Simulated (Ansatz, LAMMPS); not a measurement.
# Relaxing glassy 75SiO2-10Al2O3-5Li2O-5CaO-5Cr2O3 (mol %) (130 atoms)

Aim: bring glassy 75SiO2-10Al2O3-5Li2O-5CaO-5Cr2O3 (mol %) (130 atoms) to a nearby minimum of the energy and see what moves.

Main program and level: Ansatz 0.2.0; Kohn-Sham DFT, PBE, PAW (set soft_2), plane waves.

## (1) Starting point

The cell holds 130 atoms: 30 Si, 8 Al, 4 Li, 2 Ca, 4 Cr and 82 O. Cell: a = 11.821 Å, b = 11.821 Å, c = 11.821 Å, α = 90.0°, β = 90.0°, γ = 90.0°. 130 atoms (30 Si, 8 Al, 4 Li, 2 Ca, 4 Cr, 82 O) placed at random at 2.52 g/cm³, melted at 4000 K for 10 ps at fixed volume with the Morse and Coulomb pair potential with partial charges (Pedone, Malavasi, Menziani, Cormack and Segre, J. Phys. Chem. B 110, 11780 (2006)). Quenched from 4000 K to 300 K at 300 K/ps and fixed volume, held 10 ps at zero pressure, then minimised at fixed cell.

Before any run, some limits are plain. The quench rate of 300 K/ps is many orders above laboratory rates, so the cell is likely richer in defects and strain than a real sample. The network of bonds at the start is that of the classical potential that made the cell. Without a Hubbard term or exact exchange, open shells on Cr are likely too delocalised. The Brillouin zone is sampled at Γ only, in a cell whose shortest periodic width is 12 Å.

## (2) Making the structure

A classical potential makes the cell, at a small fraction of what the same run would cost in DFT.

This step: classical MD, Morse and Coulomb pair potential with partial charges (Pedone, Malavasi, Menziani, Cormack and Segre, J. Phys. Chem. B 110, 11780 (2006)) (LAMMPS 22 Jul 2025 - Update 4).

Contents of in.lmp:

```
# melt-quench of Si30Al8Li4Ca2Cr4O82
units metal
atom_style charge
boundary p p p
region box block 0 12.0966 0 12.0966 0 12.0966
create_box 6 box
mass 1 28.0850   # Si
mass 2 26.9815   # Al
mass 3 6.9400   # Li
mass 4 40.0780   # Ca
mass 5 51.9961   # Cr
mass 6 15.9990   # O
create_atoms 1 random 30 802403 NULL overlap 1.5 maxtry 2000
create_atoms 2 random 8 802410 NULL overlap 1.5 maxtry 2000
create_atoms 3 random 4 802417 NULL overlap 1.5 maxtry 2000
create_atoms 4 random 2 802424 NULL overlap 1.5 maxtry 2000
create_atoms 5 random 4 802431 NULL overlap 1.5 maxtry 2000
create_atoms 6 random 82 802438 NULL overlap 1.5 maxtry 2000
pair_style hybrid/overlay pedone 5.5 coul/long 8.0
pair_coeff * * coul/long
pair_coeff 1 6 pedone 0.340554 2.006700 2.100000 1   # Si-O
pair_coeff 2 6 pedone 0.361581 1.900442 2.164818 0.9   # Al-O
pair_coeff 3 6 pedone 0.001114 3.429506 2.681360 1   # Li-O
pair_coeff 4 6 pedone 0.030211 2.241334 2.923245 5   # Ca-O
pair_coeff 5 6 pedone 0.399561 1.785079 2.340810 1   # Cr-O
pair_coeff 6 6 pedone 0.042395 1.379316 3.618701 22   # O-O
set type 1 charge 2.4
set type 2 charge 1.8
set type 3 charge 0.6
set type 4 charge 1.2
set type 5 charge 1.8
set type 6 charge -1.2
kspace_style pppm 1.0e-4
neigh_modify delay 0 every 1 check yes
# [... 22 lines left out ...]
thermo 1666
fix md all npt temp 300 300 0.2 iso 0 0 2
run 5000 post no
unfix md
thermo 100
min_style cg
minimize 0 1e-3 2000 20000
write_dump all custom glass.dump id type xs ys zs modify sort id
```

Run with:

```sh
$ lmp -in in.lmp -log none -nocite
```

Numbers of over 12 decimals in the logs are rounded to 6 here.

Log:

```text
LAMMPS (22 Jul 2025 - Update 4)
Created orthogonal box = (0 0 0) to (12.0966 12.0966 12.0966)
Created 30 atoms
Created 8 atoms
Created 4 atoms
Created 2 atoms
Created 4 atoms
Created 82 atoms
PPPM initialization ...
  G vector (1/distance) = 0.39310738
  grid = 15 15 15
  estimated relative force accuracy = 3.5207147e-05
   Step          Time           Temp          PotEng         Press         Density
         0   0              0             -3.3827624      494844.74      2.5200012
        88   0.176          0             -15.592637     -31662.27       2.5200012
Loop time of 0.0760018 s on 1 MPI rank(s) for 88 steps with 130 atoms
Minimization stats:
[... 38 lines left out ...]
     16660   33.32          264.23386     -15.746078      16562.771      2.7376789
     17167   34.334         300.56845     -15.746975      7019.627       2.7002119
Loop time of 4.03045 s on 1 MPI rank(s) for 5000 steps with 130 atoms
   Step          Time           Temp          PotEng         Press         Density
     17167   34.334         300.56845     -15.746928      7052.3988      2.7002119
     17183   34.366         300.56845     -15.785019      294.33553      2.7002119
Loop time of 0.0349006 s on 1 MPI rank(s) for 16 steps with 130 atoms
Minimization stats:
  Stopping criterion = linesearch alpha is zero
  Energy initial, next-to-last, final =
     -15.7469283061359  -15.7850186746352  -15.7850186746352
  Force two-norm initial, final = 15.857128 0.76501411
  Iterations, force evaluations = 16 65
```

It took 11 s on 1 thread of Arm Neoverse V2, shared host; peak memory 0.069 GiB.

## (3) Cell and atoms relaxed

The cell is relaxed with the atoms, since the starting lattice needn't suit this functional.

Contents of input.yaml:

```yaml
crystal:
  lattice:
    - [11.82127, 0.0, 0.0]
    - [0.0, 11.82127, 0.0]
    - [0.0, 0.0, 11.82127]
  atoms:
    - { symbol: Si, position: [0.12552, 0.19462, 0.04473] }
    - { symbol: Si, position: [0.94443, 0.3024, 0.35048] }
    - { symbol: Si, position: [0.37779, 0.19866, 0.0079] }
    - { symbol: Si, position: [0.66264, 0.93448, 0.0042] }
    - { symbol: Si, position: [0.02917, 0.35897, 0.85572] }
    - { symbol: Si, position: [0.50101, 0.05021, 0.47391] }
    - { symbol: Si, position: [0.48875, 0.18379, 0.25047] }
    - { symbol: Si, position: [0.43428, 0.77558, 0.79099] }
    - { symbol: Si, position: [0.74006, 0.1865, 0.98929] }
    - { symbol: Si, position: [0.64996, 0.56413, 0.06527] }
    - { symbol: Si, position: [0.83088, 0.68066, 0.28545] }
    - { symbol: Si, position: [0.21639, 0.32867, 0.66724] }
    - { symbol: Si, position: [0.42012, 0.45872, 0.96729] }
    - { symbol: Si, position: [0.61097, 0.95006, 0.74886] }
    - { symbol: Si, position: [0.00441, 0.75332, 0.78695] }
    - { symbol: Si, position: [0.56776, 0.64889, 0.36063] }
    - { symbol: Si, position: [0.4512, 0.4153, 0.37144] }
    - { symbol: Si, position: [0.22762, 0.71376, 0.64778] }
    - { symbol: Si, position: [0.18053, 0.3438, 0.26175] }
    - { symbol: Si, position: [0.97716, 0.07493, 0.21423] }
    - { symbol: Si, position: [0.06358, 0.98798, 0.70838] }
    - { symbol: Si, position: [0.19263, 0.59349, 0.17941] }
    - { symbol: Si, position: [0.05518, 0.66915, 0.39323] }
    - { symbol: Si, position: [0.59569, 0.27841, 0.55634] }
    - { symbol: Si, position: [0.26757, 0.07009, 0.59704] }
    - { symbol: Si, position: [0.46548, 0.41154, 0.7107] }
    - { symbol: Si, position: [0.89635, 0.16134, 0.78563] }
    - { symbol: Si, position: [0.57924, 0.62814, 0.62396] }
    - { symbol: Si, position: [0.80508, 0.38284, 0.16788] }
    - { symbol: Si, position: [0.78263, 0.77328, 0.63713] }
    - { symbol: Al, position: [0.71029, 0.05332, 0.20581] }
    - { symbol: Al, position: [0.32056, 0.69172, 0.99949] }
    [... 92 atom lines left out ...]
    - { symbol: O, position: [0.13824, 0.35225, 0.77482] }
    - { symbol: O, position: [0.09863, 0.61527, 0.07963] }
    - { symbol: O, position: [0.43335, 0.15847, 0.12629] }
    - { symbol: O, position: [0.30744, 0.76822, 0.7474] }
    - { symbol: O, position: [0.0448, 0.88523, 0.79462] }
    - { symbol: O, position: [0.1642, 0.38557, 0.56059] }
magnetization:
  spin_polarized: true
kpoints:
  mp_grid: { grid: [1, 1, 1] }
hamiltonian:
  xc: pbe
scf:
  occupations: { method: fermi_dirac, width: 0.05 }
output:
  forces: true
relax:
  f_tol: 0.05
  max_steps: 43
  cell: {}
```

Run with:

```sh
$ ansatz run input.yaml --threads 4 --pin off --max-ram 8192MiB --backend cpu --events-out ev --progress --plain --runs-dir out
```

Log:

```text
Engine: ansatz 0.2.0, aarch64-unknown-linux-gnu
Pseudopotentials: kind: paw
Pseudopotential: Si, paw, valence charge 4, recommended cutoff 420 eV (normal), Si.paw.azcp
Pseudopotential: Al, paw, valence charge 3, recommended cutoff 420 eV (normal), Al.paw.azcp
Pseudopotential: Li, paw, valence charge 3, recommended cutoff 420 eV (normal), Li.paw.azcp
Pseudopotential: Ca, paw, valence charge 10, recommended cutoff 420 eV (normal), Ca.paw.azcp
Pseudopotential: Cr, paw, valence charge 14, recommended cutoff 420 eV (normal), Cr.paw.azcp
Pseudopotential: O, paw, valence charge 6, recommended cutoff 420 eV (normal), O.paw.azcp
[... 5 lines on functional and potentials left out ...]
Crystal: 130 atoms, lattice volume = 1651.933 Å³
Basis set: ecut = 420 eV, 32423 PW (Γ), exchange–correlation on 160×160×160 points (8 copies of the dense FFT grid, shifted against one another)
Bands: 498, of which v1, the nominal top of the filled ones, is band 362 counted from 1 (361 counted from 0)
Symmetry: 1 space group operations
Space group: P1 (ITA 1), of the structure as read, at distance tolerance 1.2e-4 Å
Magnetic group: BNS 1.1 (UNI 1), of the structure as read, at distance tolerance 1.2e-4 Å
k-points: 1
[... 13 lines on functional and potentials left out ...]
Initial density: superposition of atomic densities (chi_scale 0.1, normalization cell, long waves kept (reshape's long-wave potential 0.96 eV rms))
Starting moments: Σ|m| = 12 μB on 4 of 130 sites
Initial wavefunctions: pseudopotential atomic-orbital guess
Functional: x = pbe(κ = 0.804, μ = 0.219515), c = pbe(β = 0.066725)
SCF iter   1: F=—  HF=-88091.926925 eV  |F-HF|=—  |Δ(HF+E_count)|=         —  Δρ=1.11e-1 (↑8.51e-2 ↓1.11e-1)  dr2=1.47e3  dr2_m=7.82e0  M=10.065 μB ∫|m|=10.437 μB  β_m=0.30  ethr=3.10e-3  ⟨swp⟩=7.0  Hψ=4740  notcnv=0  defer=199
preconditioner: auto → Kerker (q_TF=auto, 2.378 Å⁻¹)  [metal: Δε(μ)=0.065 eV  Ē_g=15.598 eV  σ=0.050 eV  W_gap=0.31  n_scr=388 (ndim 8)  ℏωp=23.6 eV  f_vac=0.053  D(μ)=32.87/eV (n_scr^D=178)]
spin=Collinear: Kerker preconditioning applied to the charge; magnetization (m = ρ↑ − ρ↓) channel mixes plain (no charge-response kernel on spin).
SCF iter   2: F=—  HF=-88061.306162 eV  |F-HF|=—  |Δ(HF+E_count)|=    3.06e1  Δρ=1.13e-1 (↑1.13e-1 ↓5.94e-2)  dr2=8.05e2  dr2_m=2.16e1  M=4.951 μB ∫|m|=5.715 μB  β_m=0.30  ethr=3.10e-3  ⟨swp⟩=9.5  Hψ=3843  notcnv=0  defer=228
preconditioner: auto → Resta (q_TF=auto, 2.378 Å⁻¹)  ε∞=3.2  [insulator: Δε(μ)=0.173 eV  Ē_g=15.792 eV  σ=0.050 eV  W_gap=0.65  n_scr=388 (ndim 8)  ℏωp=23.6 eV  f_vac=0.049  D(μ)=21.02/eV (n_scr^D=92)  ε∞_Penn≈3.2]
spin=Collinear: Resta preconditioning applied to the charge; magnetization (m = ρ↑ − ρ↓) channel mixes plain (no charge-response kernel on spin).
SCF iter   3: F=—  HF=-88025.484640 eV  |F-HF|=—  |Δ(HF+E_count)|=    3.58e1  Δρ=7.34e-2 (↑7.34e-2 ↓4.27e-2)  dr2=3.41e2  dr2_m=1.31e1  M=7.761 μB ∫|m|=8.232 μB  β_m=0.30  ethr=3.10e-3  ⟨swp⟩=4.0  Hψ=1978  notcnv=0  defer=237
SCF iter   4: F=—  HF=-88028.447006 eV  |F-HF|=—  |Δ(HF+E_count)|=    2.96e0  Δρ=6.96e-2 (↑6.96e-2 ↓6.80e-2)  dr2=5.06e2  dr2_m=6.51e0  M=4.106 μB ∫|m|=5.111 μB  β_m=0.30  ethr=3.10e-3  ⟨swp⟩=3.0  Hψ=1912  notcnv=0  defer=248
SCF iter   5: F=—  HF=-88012.462799 eV  |F-HF|=—  |Δ(HF+E_count)|=    1.60e1  Δρ=7.09e-2 (↑6.49e-2 ↓7.09e-2)  dr2=5.02e2  dr2_m=6.38e0  M=2.000 μB ∫|m|=3.087 μB  β_m=0.30  ethr=3.10e-3  ⟨swp⟩=3.5  Hψ=1927  notcnv=0  defer=247
SCF iter   6: F=—  HF=-88008.327805 eV  |F-HF|=—  |Δ(HF+E_count)|=    4.13e0  Δρ=5.56e-2 (↑5.56e-2 ↓4.58e-2)  dr2=2.80e2  dr2_m=2.84e0  M=6.001 μB ∫|m|=6.506 μB  β_m=0.30  ethr=3.10e-3  ⟨swp⟩=3.0  Hψ=1917  notcnv=0  defer=245
SCF iter   7: F=—  HF=-88000.000510 eV  |F-HF|=—  |Δ(HF+E_count)|=    8.33e0  Δρ=5.46e-2 (↑5.46e-2 ↓4.30e-2)  dr2=2.66e2  dr2_m=2.53e0  M=3.820 μB ∫|m|=4.526 μB  β_m=0.30  ethr=3.10e-3  ⟨swp⟩=3.5  Hψ=2278  notcnv=0  defer=251
SCF iter   8: F=—  HF=-88002.322077 eV  |F-HF|=—  |Δ(HF+E_count)|=    2.32e0  Δρ=5.96e-2 (↑5.96e-2 ↓4.23e-2)  dr2=3.14e2  dr2_m=2.21e0  M=3.826 μB ∫|m|=4.447 μB  β_m=0.30  ethr=3.10e-3  ⟨swp⟩=3.5  Hψ=1908  notcnv=0  defer=240
SCF iter   9: F=—  HF=-88010.008096 eV  |F-HF|=—  |Δ(HF+E_count)|=    7.69e0  Δρ=7.16e-2 (↑7.16e-2 ↓5.04e-2)  dr2=4.42e2  dr2_m=3.69e0  M=2.401 μB ∫|m|=3.131 μB  β_m=0.30  ethr=3.10e-3  ⟨swp⟩=2.5  Hψ=1889  notcnv=0  defer=250
SCF iter  10: F=—  HF=-87995.503257 eV  |F-HF|=—  |Δ(HF+E_count)|=    1.45e1  Δρ=5.24e-2 (↑5.24e-2 ↓3.18e-2)  dr2=2.22e2  dr2_m=2.33e0  M=3.587 μB ∫|m|=4.219 μB  β_m=0.30  ethr=3.10e-3  ⟨swp⟩=4.5  Hψ=2641  notcnv=0  defer=246
SCF iter  11: F=—  HF=-87992.806687 eV  |F-HF|=—  |Δ(HF+E_count)|=    2.70e0  Δρ=3.65e-2 (↑3.65e-2 ↓2.15e-2)  dr2=8.37e1  dr2_m=3.79e0  M=5.452 μB ∫|m|=5.922 μB  β_m=0.30  ethr=3.10e-3  ⟨swp⟩=2.0  Hψ=1183  notcnv=0  defer=246
SCF iter  12: F=—  HF=-87994.710469 eV  |F-HF|=—  |Δ(HF+E_count)|=    1.90e0  Δρ=4.28e-2 (↑4.28e-2 ↓2.43e-2)  dr2=1.01e2  dr2_m=5.72e0  M=7.536 μB ∫|m|=7.799 μB  β_m=0.30  ethr=3.10e-3  ⟨swp⟩=2.5  Hψ=992  notcnv=0  defer=244
[...]
relax step  20: F+E_penalty+E_count = -88003.30585048 eV  Δ(F+E_penalty+E_count) = -2.963e-1 eV  max|allowed force component| = 2.098e-2 eV/Å  Δτ_max = 0.0000 Å  P = +0.320 GPa  Ω = 1712.852 Å³  stress off target by 6.41e-1 GPa  SCF on the basis re-selected at this cell (its energy is not comparable with the rows above)  (9 SCF iters)
relax step  21: F+E_penalty+E_count = -88003.28244200 eV  Δ(F+E_penalty+E_count) = +2.341e-2 eV  max|allowed force component| = 6.346e-2 eV/Å  Δτ_max = 0.0228 Å  P = -0.158 GPa  Ω = 1723.832 Å³  energy of the carried Pulay correction = -3.995e-2 eV  (9 SCF iters, dr2 threshold 1.03e-6 eV, accepted)
relax step  22: F+E_penalty+E_count = -88003.29234635 eV  Δ(F+E_penalty+E_count) = -9.904e-3 eV  max|allowed force component| = 4.386e-2 eV/Å  Δτ_max = 0.0095 Å  P = -0.040 GPa  Ω = 1722.531 Å³  energy of the carried Pulay correction = -3.512e-2 eV  (8 SCF iters, dr2 threshold 2.52e-7 eV, accepted)
relax step  23: F+E_penalty+E_count = -88003.29443914 eV  Δ(F+E_penalty+E_count) = -2.093e-3 eV  max|allowed force component| = 3.190e-2 eV/Å  Δτ_max = 0.0095 Å  P = +0.027 GPa  Ω = 1722.529 Å³  energy of the carried Pulay correction = -3.512e-2 eV  (10 SCF iters, dr2 threshold 1.02e-8 eV, accepted)
relax step  24: F+E_penalty+E_count = -88003.33832740 eV  Δ(F+E_penalty+E_count) = -4.389e-2 eV  max|allowed force component| = 3.190e-2 eV/Å  Δτ_max = 0.0000 Å  P = +0.041 GPa  Ω = 1722.529 Å³  stress off target by 8.67e-2 GPa  SCF on the basis re-selected at this cell (its energy is not comparable with the rows above)  (8 SCF iters)
relax step  25: F+E_penalty+E_count = -88003.33419025 eV  Δ(F+E_penalty+E_count) = +4.137e-3 eV  max|allowed force component| = 2.888e-2 eV/Å  Δτ_max = 0.0189 Å  P = +0.049 GPa  Ω = 1724.493 Å³  energy of the carried Pulay correction = -6.822e-3 eV  (11 SCF iters, dr2 threshold 1.88e-8 eV, accepted)
relax step  26: F+E_penalty+E_count = -88003.32978738 eV  Δ(F+E_penalty+E_count) = +4.403e-3 eV  max|allowed force component| = 1.913e-2 eV/Å  Δτ_max = 0.0131 Å  P = +0.017 GPa  Ω = 1726.135 Å³  energy of the carried Pulay correction = -1.261e-2 eV  (11 SCF iters, dr2 threshold 1.30e-8 eV, accepted)
relax step  27: F+E_penalty+E_count = -88003.34261980 eV  Δ(F+E_penalty+E_count) = -1.283e-2 eV  max|allowed force component| = 1.908e-2 eV/Å  Δτ_max = 0.0000 Å  P = +0.020 GPa  Ω = 1726.135 Å³  stress off target by 3.42e-2 GPa  SCF on the basis re-selected at this cell (its energy is not comparable with the rows above)  (7 SCF iters)
basis re-selected at this cell: Δ(F+E_penalty+E_count) = -1.283e-2 eV, ΔP = +0.003 GPa vs the last step (what re-selecting the basis moved, of the pressure what is left beyond the Pulay correction that the steps carried, after the strain that the cell walked since its last selection, [...]
SCF converged after 7 iterations
Magnetization: 12.0000 μB (368.0000 up, 356.0000 down)
Absolute magnetization: 12.7205 μB (∫|ρ↑−ρ↓|, with the PAW one-centre terms)
Spin contamination: 0.0876 ħ² per cell (⟨S²⟩ above its minimum at these occupations)
Per-site moments (μB) at R_I (Å): [(-2.969871521805749e-6, 0.658286), (0.00193151, 0.667918), (4.559163818688262e-6, 0.669118), (3.847258448988567e-5, 0.653027), (0.000916983, 0.672261), [...]
Free energy (F): -88003.342620 eV
Harris-Foulkes:  -88003.342620 eV  (|F-HF|=4.22e-10)
Internal energy: -88003.342517 eV  (E = F + TS)
E sigma→0 (E₀):  -88003.342568 eV
Entropy (-TS):   -0.000103 eV (-0.001 meV/atom)
Fermi energy:    5.371910 eV
--- Per-component energies (eV) ---
  E_band       = -4621.384011
  E_kinetic    = 18122.902887
  E_local      = -59538.795727  (includes V_loc(G=0)·N_el)
  E_nonlocal   = 5048.220494
  E_hartree    = 23260.381837
  E_xc         = -8949.701114
  E_vxc        = -10531.065746  (∫ρ·V_xc dr)
  E_paw        = -38733.012694  (= ΣΔE_a)
  E_vpaw       = -4243.620164  (= ΣTr[D̂ρ^β])
  E_aug_tail   = 0.209672  (compensation charges beyond the density's cutoff)
  E_ewald      = -27213.547873
  E_smearing   = -0.000103  (= −TS)
  E_closure    = 0.000000  (closes the sum)
  Σ components = -88003.342620   (vs F -88003.342620, Δ=0.00e0)
--- Forces (eV/Å), atoms counted from 1 ---
  atom   1  Si     0.00179591     0.01057114    -0.00298056
  atom   2  Si    -0.00680921     0.00815709    -0.01587930
  atom   3  Si     0.00384244     0.01331925     0.00393271
  atom   4  Si     0.00474885     0.00480487     0.00695255
  atom   5  Si    -0.00137929     0.00909083     0.00036725
  atom   6  Si     0.00032201     0.00087135    -0.00255845
  atom   7  Si     0.00461059     0.00348231    -0.00024102
  atom   8  Si     0.00113006     0.01053940    -0.00435144
  atom   9  Si    -0.00142174    -0.00085628     0.00542928
  atom  10  Si    -0.00056183    -0.00216216     0.00255521
  atom  11  Si    -0.00248895    -0.00126226    -0.00188399
  atom  12  Si    -0.00265320    -0.00565508     0.00792423
  atom  13  Si    -0.00089744    -0.00054121     0.00848336
  atom  14  Si    -0.00205007    -0.00204321    -0.00669131
[...]
atom 129  O      0.00287904     0.00083116    -0.00308254
  atom 130  O     -0.00144570     0.00446935    -0.00016648
  max |Σ_I F_I| component: 6.84e-5 eV/Å
--- Stress (GPa, compression-positive) ---
        0.016925      -0.000308       0.010344
       -0.000312       0.015025       0.005071
        0.010346       0.005071       0.026805
  P = ⅓ Tr σ = 0.0196 GPa (0.196 kbar)
--- Relaxed structure (24 steps of the walk, 22 accepted, 3 SCFs on fresh bases) ---
  F+E_penalty+E_count = -88003.34261980 eV   max|allowed force component| = 1.908e-2 eV/Å   (the final SCF, on the basis selected at the relaxed cell)
  cell:  # Å, volume = 1726.1350 Å³
    - [11.936415, 0.016222, 0.315847]
    - [0.016222, 11.883845, 0.050422]
    - [0.315847, 0.050422, 12.177281]
  atoms:
    - { symbol: Si, position: [0.127611, 0.202111, 0.052144] }
    - { symbol: Si, position: [0.920486, 0.292429, 0.336769] }
    - { symbol: Si, position: [0.385235, 0.211008, 0.028941] }
    - { symbol: Si, position: [0.665025, 0.922115, 0.00824361] }
[...]
- { symbol: O, position: [0.170049, 0.395229, 0.563216] }
```

Run time: 22 min. Hardware: 4 threads of Arm Neoverse V2, shared host; peak memory 4.3 GiB.

The steps of the relaxation (22 of 27):

```tsv
step	energy less that of the first step (eV)	largest force component (eV/Å)	pressure (GPa)	volume (Å³)
1	0.0000	3.3123	6.76	1651.93
2	-3.4429	1.5822	3.65	1676.13
3	-5.6410	0.7407	-0.37	1709.59
5	-6.1876	0.2656	-0.21	1703.32
6	-6.3025	0.4206	-0.03	1704.57
7	-6.3956	0.1700	0.10	1702.63
8	-6.4269	0.1301	0.03	1704.36
10	-6.4742	0.1217	-0.03	1707.89
11	-6.4909	0.1327	-0.01	1709.03
12	-6.5070	0.1067	0.00	1709.47
13	-6.5232	0.1353	0.04	1710.01
15	-6.5238	0.3306	-0.01	1712.39
16	-6.5456	0.1042	0.05	1711.14
17	-6.5450	0.1175	-0.05	1713.08
18	-6.5391	0.1129	-0.01	1713.24
20*	-6.8470	0.0210	0.32	1712.85
21	-6.8236	0.0635	-0.16	1723.83
22	-6.8335	0.0439	-0.04	1722.53
23	-6.8356	0.0319	0.03	1722.53
25	-6.8754	0.0289	0.05	1724.49
26	-6.8710	0.0191	0.02	1726.13
27*	-6.8838	0.0191	0.02	1726.13
```

Relaxation steps marked * repeat the geometry before them on a plane-wave basis chosen anew for their cell, so energy and pressure can jump there. Other such steps can lie between the rows shown. Relaxation steps 15, 18 were tried and not accepted.

```tsv
cell as run	before	after	change
a (Å)	11.821	11.941	+1.0 %
b (Å)	11.821	11.884	+0.5 %
c (Å)	11.821	12.181	+3.0 %
α (°)	90.00	89.52	-0.5 %
β (°)	90.00	87.00	-3.3 %
γ (°)	90.00	89.84	-0.2 %
volume (Å³/atom)	12.71	13.28	+4.5 %
```

The atoms that moved most (Å, as changes of fractional coordinates times the final cell):

```tsv
atom	dx	dy	dz	length
Ca44	-0.084	-0.505	0.604	0.792
Li42	-0.250	0.575	-0.155	0.646
Ca43	-0.357	-0.298	-0.319	0.564
O78	-0.352	0.387	-0.158	0.547
O95	-0.275	0.343	-0.262	0.512
Li41	-0.061	-0.438	0.232	0.500
O120	-0.319	-0.359	-0.100	0.491
O53	-0.341	-0.196	-0.139	0.417
```

The relaxation changed the energy by -53.0 meV/atom, and atoms moved by 0.25 Å r.m.s., 0.79 Å at most.

(Continued in part 2 of 2.)

[Logs are printed without paths, hosts, clocks, repeated set-up lines and the standing remarks that a program may print on its own settings, such as how far it seeks lower states.]

[Hosts, paths, dates, database ids (printed as entryN), source tags and the programs' standing remarks are cut or masked in the printed files.]
